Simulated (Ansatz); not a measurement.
# HfTeSe monolayer, Janus: modes against uniaxial strain along the armchair direction, normal to a, with the width clamped, part 2 of 2

Aim: how do the optical modes of HfTeSe monolayer, Janus shift and split under this strain?

Ansatz 0.2.0; DFT PBEsol, scalar-relativistic, plane waves, PAW; PAW set soft_1.

So far, highest optical mode at the zone centre (no LO-TO term) (cm⁻¹): step 5 (modes at rest) 211.

### Step 7. Modes of this member: uniaxial strain of +5 % along the armchair direction, normal to a, with the width clamped

The zone-centre modes follow for uniaxial strain of +5 % along the armchair direction, normal to a, with the width clamped.

input.yaml reads:

```yaml
crystal:
  lattice:
    - [3.7926951833, 0.0, 0.0]
    - [-1.8963475917, 3.4487988965, 0.0]
    - [0.0, 0.0, 30.0]
  atoms:
    - { symbol: Hf, position: [0.0003777109, 0.0007554219, 0.3365366358] }
    - { symbol: Se, position: [0.3291886056, 0.6583772112, 0.3843033005] }
    - { symbol: Te, position: [0.6704336833, 0.3408673667, 0.2758267304] }
  periodic: [true, true, false]
kpoints:
  mp_grid: { grid: [12, 12, 1] }
hamiltonian:
  xc: pbesol
  pseudopotentials: { kind: paw, azcp: { folder: soft_1 }, xc_functional: pbe }
scf:
  occupations: { method: methfessel_paxton, width: 0.2 }
output:
  eigenvalues: true
phonons:
  method: dfpt
```

On the command line:

```bash
$ ansatz run input.yaml --threads 4 --pin off --max-ram 16384MiB --backend cpu --events-out ev --progress --plain --runs-dir out
```

Numbers of over 12 decimals in the logs are rounded to 6 here.

Log:

```text
zone centre: on kpoints.mp_grid the ground state, and the responses unless they are solved on pairs of k-points, stand on 43 of the mesh's 144 k-points, reduced under 2 symmetry operations, with k and −k counted as one. Each operation leaves every solved displacement unchanged or reverses it
[...]
Crystal: 3 atoms, lattice volume = 392.407 Å³
Basis set: ecut = 420 eV, 7701 PW (Γ), exchange–correlation on 54×54×432 points (8 copies of the dense FFT grid, shifted against one another)
Bands: 35, of which v1, the nominal top of the filled ones, is band 29 counted from 1 (28 counted from 0)
Symmetry: 2 space group operations
k-points: 43 of 144 (time reversal used)
[...]
SCF iter  14: F=-27927.675931 eV  HF=-27927.675931 eV  |F-HF|=1.46e-11  |Δ(HF+E_count)|=  5.31e-10  S|Δr|=    0.00e0  Δρ=9.42e-9  dr2=3.40e-13  ethr=1.00e-12  ⟨swp⟩=7.2  Hψ=8647  notcnv=0
SCF 1 converged in 14 iterations: F = -27927.675931 eV  dr2 = 3.40e-13
[...]
SCF converged after 14 iterations
[...]
Free energy (F): -27927.675931 eV
[...]
Internal energy: -27927.675624 eV  (E = F + TS)
E sigma→0 (E₀):  -27927.675854 eV
Entropy (-TS):   -0.000306 eV (-0.102 meV/atom)
Fermi energy:    -4.831395 eV
[...]
--- Band table (eV; the first three rows and the last of 43) ---
  k-point 0: bands = [... 25 lower, -7.7266, -6.4884, -4.9372, -4.5858, -4.2267, -3.8662, -3.5445, -1.4568 (-1.4568°), ... 2 higher]
  k-point 1: bands = [... 25 lower, -7.7014, -6.3462, -5.6702, -4.8914, -4.1073, -3.5368, -3.2638, -1.3997 (-1.3997°), ... 2 higher]
  k-point 2: bands = [... 25 lower, -7.6418, -6.8028, -6.1111, -5.3118, -4.2607, -3.0720, -2.8839, -1.6632 (-1.6632°), ... 2 higher]
  k-point 42: bands = [... 25 lower, -8.2957, -7.6410, -7.3834, -6.7504, -3.6698, -3.1224, -2.1602, -1.4596, ... 2 higher]
  ° read free of the cell's end (the report's vacuum.weakly_bound_levels)
[...]
ASR residual: 1.501e-4 → 0.000e0 eV/Å²; symmetrization residual: 3.594e-5 eV/Å²
  ASR residual per site (eV/Å²): 8.09e-6 4.05e-5 1.50e-4
  Γ frequencies (cm⁻¹): 0.00 0.00 0.00 86.47 86.64 135.91 138.34 157.14 199.72
[...]
```

The job ended after 95 s (4 threads of Intel Xeon 6975P-C (Granite Rapids), shared host; peak memory 2.2 GiB).

Numbers from this step:

```yaml
sum_rule_residual_before_enforcement: 1.50e-4 eV/Å²
point_group: m
highest_optical_mode_at_the_zone_centre_no_lo_to_term: 199.7 cm⁻¹
lowest_optical_zone_centre_mode: 86.47 cm⁻¹
```

Patterns of degenerate modes are one choice out of their space. Modes at Γ, with each element's share of the kinetic energy:

```csv
mode,frequency (cm⁻¹),symmetry,Hf %,Se %,Te %
1,0.0,acoustic,46,21,33
2,0.0,acoustic,46,21,33
3,0.0,acoustic,46,21,33
4,86.5,A'',42,0,58
5,86.6,A',42,0,58
6,135.9,A',12,79,9
7,138.3,A'',12,79,9
8,157.1,A',6,36,58
9,199.7,A',48,43,9
```

The lowest optical mode is real, 86.5 cm⁻¹, and the highest lies at 199.7 cm⁻¹.

Between step 5 and this run (strain 5 %) the value for the highest optical mode at the zone centre (no LO-TO term) moves from 211 cm⁻¹ to 200 cm⁻¹ (-5 %).

### Step 8. A member of the series: uniaxial strain of -3 % along the armchair direction, normal to a, with the width clamped

The cell takes a uniaxial strain of -3 % along the armchair direction, normal to a, with the width clamped. The cell is held, and the atoms relax in it.

input.yaml, the sections that differ from step 7:

```yaml
crystal:
  lattice:
    - [3.7926951833, 0.0, 0.0]
    - [-1.8963475917, 3.1860332662, 0.0]
    - [0.0, 0.0, 30.0]
  atoms:
    - { symbol: Hf, position: [-0.0003120215, -0.000624043, 0.3364634423] }
    - { symbol: Se, position: [0.3354621332, 0.6709242663, 0.386507702] }
    - { symbol: Te, position: [0.6648498884, 0.3296997767, 0.2736955225] }
  periodic: [true, true, false]
output:
  forces: true
  stress: true
  eigenvalues: true
relax:
  adjacent_minimum: "off"
  f_tol: 0.001
  max_steps: 60
# kpoints, hamiltonian, scf: as in step 7
# phonons: removed
```

Log:

```text
[...]
Crystal: 3 atoms, lattice volume = 362.510 Å³
Basis set: ecut = 420 eV, 7109 PW (Γ), exchange–correlation on 54×50×432 points (8 copies of the dense FFT grid, shifted against one another)
Bands: 35, of which v1, the nominal top of the filled ones, is band 29 counted from 1 (28 counted from 0)
Symmetry: 2 space group operations
[...]
F+E_penalty+E_count = -27927.70755055 eV   max|allowed force component| = 9.979e-4 eV/Å
  cell:  # Å, volume = 362.5096 Å³
    - [3.7926951833, 2.9760217544421895e-11, 0.0]
    - [-1.896348, 3.186033, 0.0]
    - [0.0, 0.0, 30.0]
  atoms:
    - { symbol: Hf, position: [-0.000528086, -0.00105617, 0.336461] }
    - { symbol: Se, position: [0.336624, 0.673248, 0.386812] }
    - { symbol: Te, position: [0.663904, 0.327808, 0.273393] }
[key lines of the parts left out:]
SCF converged after 5 iterations
Free energy (F): -27927.707551 eV
Fermi energy:    -4.786187 eV
P = ½ c Tr σ = 0.9309 N/m
```

Run time: 35 s. Hardware: 4 threads; peak memory 1 GiB.

Step by step:

```csv
step,energy less that of the first step (eV),largest force component (eV/Å)
1,0.0000,0.0967
2,0.0016,0.1689
3,-0.0012,0.0095
4,-0.0012,0.0038
5,-0.0012,0.0010
```

Relaxation step 2 was tried and not accepted.

The run keeps the 2 symmetry operations that it works with, so distortions that break them were not tested.

The atoms that moved most (Å):

```csv
atom,dx,dy,dz,length
Se2,0.000,0.007,0.009,0.012
Te3,0.000,-0.006,-0.009,0.011
```

Final coordinates:

```xyz
3
Lattice="3.7927 0.0000 0.0000 -1.8963 3.1860 0.0000 0.0000 0.0000 30.0000" Properties=species:S:1:pos:R:3
Hf    0.0000   -0.0034   10.0938
Se    0.0000    2.1450   11.6044
Te    1.8963    1.0444    8.2018
```

Numbers from this step:

* area per atom: 4.028 Å²

The largest force component left is 1.00 meV/Å.

### Step 9. Zone-centre modes of the member: uniaxial strain of -3 % along the armchair direction, normal to a, with the width clamped

The zone-centre modes follow for uniaxial strain of -3 % along the armchair direction, normal to a, with the width clamped.

input.yaml, the sections that differ from step 8:

```yaml
crystal:
  lattice:
    - [3.7926951833, 0.0, 0.0]
    - [-1.8963475917, 3.1860332662, 0.0]
    - [0.0, 0.0, 30.0]
  atoms:
    - { symbol: Hf, position: [-0.0005280864, -0.0010561728, 0.3364611269] }
    - { symbol: Se, position: [0.3366240566, 0.6732481132, 0.3868121169] }
    - { symbol: Te, position: [0.6639040298, 0.3278080596, 0.2733934229] }
  periodic: [true, true, false]
output:
  eigenvalues: true
phonons:
  method: dfpt
# kpoints, hamiltonian, scf: as in step 8
# relax: removed
```

Log:

```text
[...]
Crystal: 3 atoms, lattice volume = 362.510 Å³
Basis set: ecut = 420 eV, 7109 PW (Γ), exchange–correlation on 54×54×432 points (8 copies of the dense FFT grid, shifted against one another)
Bands: 35, of which v1, the nominal top of the filled ones, is band 29 counted from 1 (28 counted from 0)
Symmetry: 2 space group operations
k-points: 43 of 144 (time reversal used)
[...]
k-point 42: bands = [... 25 lower, -8.1567, -7.8008, -7.3801, -6.7975, -3.3556, -2.9397, -1.9608, -1.0885, ... 2 higher]
  ° read free of the cell's end (the report's vacuum.weakly_bound_levels)
[...]
ASR residual: 5.581e-5 → 0.000e0 eV/Å²; symmetrization residual: 2.460e-5 eV/Å²
  ASR residual per site (eV/Å²): 1.42e-5 3.38e-5 5.58e-5
  Γ frequencies (cm⁻¹): 0.00 0.00 0.00 90.17 93.08 143.73 146.02 163.90 217.92
[...]
[key lines of the parts left out:]
SCF converged after 13 iterations
Free energy (F): -27927.707551 eV
Fermi energy:    -4.786193 eV
```

The job ended after 86 s (4 threads; peak memory 2.1 GiB; 5.6 min of CPU time).

This step gave:

```yaml
sum_rule_residual_before_enforcement: 5.58e-5 eV/Å²
highest_optical_mode_at_the_zone_centre_no_lo_to_term: 217.9 cm⁻¹
lowest_optical_zone_centre_mode: 90.17 cm⁻¹
```

Patterns of degenerate modes are one choice out of their space. Modes at Γ, with each element's share of the kinetic energy:

```csv
mode,frequency (cm⁻¹),symmetry,Hf %,Se %,Te %
1,0.0,acoustic,46,21,33
2,0.0,acoustic,46,21,33
3,0.0,acoustic,46,21,33
4,90.2,A',35,1,63
5,93.1,A'',33,2,65
6,143.7,A',18,78,4
7,146.0,A'',21,77,2
8,163.9,A',8,33,60
9,217.9,A',46,47,7
```

The lowest optical mode is real, 90.2 cm⁻¹, and the highest lies at 217.9 cm⁻¹.

For the highest optical mode at the zone centre (no LO-TO term), step 5 gave 211 cm⁻¹; this run, with strain -3 %, gives 218 cm⁻¹ (+3 %).

### Step 10. All members side by side

The members are set side by side, also those not shown above.

Energies are extrapolated to zero smearing, and E0 is that at rest; the cell is clamped and the atoms are relaxed; all runs use 12×12×1 k points and Methfessel-Paxton smearing of 0.2 eV. State of the crystal along the series:

```csv
strain (%),E - E0 (meV/atom)
-3,5.707
-2,2.489
-1,0.6489
0,0
1,0.5484
2,2.429
3,5.719
4,10.33
5,16.17
```

Optical modes are counted from below at rest and tracked from member to member by their patterns, and modes that stay within 0.3 cm⁻¹ of each other stand once; labels, where given, are those at rest, then, where named, those of the strained cell; the cell is clamped and the atoms are relaxed; all runs use 12×12×1 k points and Methfessel-Paxton smearing of 0.2 eV. Optical modes along the series:

```csv
strain (%),optical mode 1 E to A'' single part (cm⁻¹),optical mode 2 E to A' single part (cm⁻¹),optical mode 3 E to A'' single part (cm⁻¹),optical mode 4 E to A' single part (cm⁻¹),optical mode 5 A1 to A' (cm⁻¹),optical mode 6 A1 to A' (cm⁻¹)
-3,93.08,90.17,146,143.7,163.9,217.9
-2,93.14,90.84,144.8,143.3,161.7,215.5
-1,92.26,90.97,143.2,142.6,160.1,213
0,91.11,91.11,141.9,141.9,159.4,210.7
1,90.28,91.34,141,141.2,159.3,208.4
2,89.7,91.27,140.4,140.4,159.2,206.1
3,88.84,90.27,139.7,139.1,158.7,203.9
4,87.6,88.46,138.9,137.5,157.9,201.7
5,86.47,86.64,138.3,135.9,157.1,199.7
```

Value and slope at zero strain of a cubic (a lower polynomial where under five rows exist) through the rows within 2 % of rest. Slopes at rest:

```csv
mode,frequency (cm⁻¹),shift per percent of strain (cm⁻¹)
optical mode 1 E to A'' single part,91.2,-1.03
optical mode 2 E to A' single part,91.2,0.21
optical mode 3 E to A'' single part,141.9,-1.1
optical mode 4 E to A' single part,141.9,-0.67
optical mode 5 A1 to A',159.4,-0.37
optical mode 6 A1 to A',210.7,-2.32
```

### Step 11. Outcome

| Item | Value |
| --- | --- |
| members | 9 |
| highest optical mode at the zone centre (no LO-TO term), at rest | 210.7 cm⁻¹ |
| optical mode 3 E to A'' single part, shift per percent | -1.10 cm⁻¹ |
| optical mode 4 E to A' single part, shift per percent | -0.67 cm⁻¹ |
| optical mode 5 A1 to A', shift per percent | -0.37 cm⁻¹ |
| optical mode 6 A1 to A', shift per percent | -2.32 cm⁻¹ |

**Reading.** The strain lowers the symmetry: the level at 141.9 cm⁻¹ splits, into 138.3 and 135.9 cm⁻¹ at +5 %. Within 2 % of rest several modes bend away from a straight line, so single slopes hold only near rest. The fastest shift in the table of slopes is -2.3 cm⁻¹ for each percent (optical mode 6 A1 to A'). The width is clamped, so the contraction across the strain that a free sheet shows is left out. These are harmonic frequencies at zero temperature: anharmonic shifts, linewidths and thermal expansion are left out. Spin-orbit coupling is left out, which can matter for the heavy elements here. With no gap, or one that is small against the smearing, the frequencies hang on the k mesh and the smearing, most of all near Kohn anomalies. A semilocal functional can close a gap that the real compound would have, so the metallic treatment may be an artefact of the level. The starting cell was built on a prototype and not taken from a measurement. The PAW files were made for PBE; the program adapts parts of them to the functional of the run, but their partial waves stay those of PBE, an approximation that was not tested in this session. Only the zone centre was solved, so an instability at another wavevector cannot show here.

[Logs are printed without paths, hosts, clocks, repeated set-up lines and the standing remarks that a program may print on its own settings, such as how far it seeks lower states.]

[Hosts, paths, dates, database ids (printed as entryN), source tags and the programs' standing remarks are cut or masked in the printed files.]
